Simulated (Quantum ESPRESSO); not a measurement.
# Energy and gap at +3 % biaxial strain: 1T-MgI2, 1 layer

How the rows were computed: Quantum ESPRESSO 7.5 driven by ASE, PBE, GBRV ultrasoft, ESM (bc1); atomic heights clamped; cell area 15.300 Å² at zero strain.

| strain (%) | energy (meV a cell) | gap on the mesh (eV) |
| --- | --- | --- |
| −3 | 45.74 | 3.637 |
| −1.5 | 11.35 | 3.648 |
| 0 | 0.00 | 3.650 |
| +1.5 | 9.02 | 3.643 |

To predict: What are energy and gap at +3 %, and how stiff is the sheet?

**Fit.** About zero, E'' = (11.35 + 9.02 − 2 × 0.00)/1.5² = 9.05 meV per %² and E' = (9.02 − 11.35)/3 = −0.78 meV per %. With E = A K ε², where K = (C11 + C22)/2 + C12 (C11 + C12 for a hexagonal sheet), K = 9.05 × 10/(2 × 15.300) × 16.02 = 47 N/m. The parabola gives E(+3 %) = 0.00 + 3 × (−0.78) + 4.5 × 9.05 = 38.4 meV. Continuing the last slope, the gap is 2 × 3.643 − 3.650 = 3.636 eV.

**Check.** E = 36.2 meV and the gap 3.628 eV. The parabola misses by +2.2 meV, too high, since bonds soften under tension. The gap's line misses by +0.008 eV.

**Limits.** Clamped heights stiffen sheets with several planes. Semilocal gap, no spin-orbit coupling.
